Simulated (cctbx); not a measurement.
## Which space group?

Cell: a = 5.9740 Å, b = 3.3070 Å, c = 7.0250 Å, α = 90.00°, β = 90.00°, γ = 90.00°. Expected content of the cell: Ir4 Fe4 Al4.

Simulated single-crystal data (cctbx): Mo Kα, λ = 0.71073 Å, to d = 0.75 Å, 80 % of the full sphere, strongest reflection 20000 counts, noise from counting, a 3 % proportional error and a noise floor of 8 counts (s.d.); no absorption.

Tests on the unmerged data give:

```text
1087 reflections to d = 0.751 A
centring   violations  <I/sigma> of those
    A        397 of   549     15.3
    B        401 of   529     16.0
    C        398 of   540     15.7
    I        371 of   540     12.9
    R        556 of   723     16.1
    F        598 of   809     15.7
Laue class    unique    Rint  (classes that these axes allow; Friedel mates merged)
P -1              656   0.022
P 1 2/m 1         394   0.025
P 1 1 2/m         368   0.025
P 2/m 1 1         369   0.025
P m m m           231   0.027
space group    extra absences  I>4sigma  <I/sigma>
P 2 2 2                 0          0         -  acentric
P 2 2 21                7          0       0.2  acentric
P 21 2 2                5          0       0.1  acentric
P 2 21 2                3          0       1.2  acentric
P 21 21 2               8          0       0.5  acentric
P 2 21 21              10          0       0.5  acentric
P 21 2 21              12          0       0.1  acentric
P 21 21 21             15          0       0.4  acentric
P m m 2                 0          0         -  acentric
P 2 m m                 0          0         -  acentric
P m 2 m                 0          0         -  acentric
P 21 m a               50          0      -0.2  acentric
P m 2 a                50          0      -0.2  acentric
P n m 21               53          0       0.1  acentric
P n 21 m               53          0       0.1  acentric
P n 21 a              103          0      -0.0  acentric
P m m m                 0          0         -  centric
P m m a                50          0      -0.2  centric
P n m m :1             53          0       0.1  centric
P n m m :2             53          0       0.1  centric
P n m a               103          0      -0.0  centric
Wilson B = 1.31 A^2   <|E^2-1|> = 0.767 (0.968 centric, 0.736 acentric)   E^2>4: 1.0 %
shell (A)         n   <I/sigma>
 7.03 - 1.50     37     30.2
 1.50 - 1.19     28     41.1
 1.19 - 1.04     30     35.0
 1.04 - 0.95     32     30.4
 0.95 - 0.88     22     38.4
 0.88 - 0.83     29     26.6
 0.83 - 0.78     28     25.5
 0.78 - 0.75     25     24.3
```

**Question.** What are the lattice type, the Laue class and the likely space group?

Every centring test has many violations, so the lattice is primitive.

Rint stays low (0.022 to 0.027) up to P m m m, the highest class in these axes.

21 settings pass the absence test. The most absences obeyed, 103, belong to P n 21 a and P n m a, which absences can't tell apart.

⟨|E²−1|⟩ = 0.767 leans to a non-centrosymmetric structure. Here that hint misleads: the statistic assumes many like atoms on general positions, and few, heavy or special-position atoms break it. The Wilson B of 1.31 Å² means U ≈ 0.0166 Å².

The true group is Pnma (no. 62), Laue class mmm, centrosymmetric. The tables only narrow the choice to the tied entries; cell content, site symmetry and trial solutions must settle it.

This is a model crystal, built by substitution and not relaxed, with assumed displacement parameters.

[Logs are printed without paths, hosts, clocks, repeated set-up lines and the standing remarks that a program may print on its own settings, such as how far it seeks lower states.]
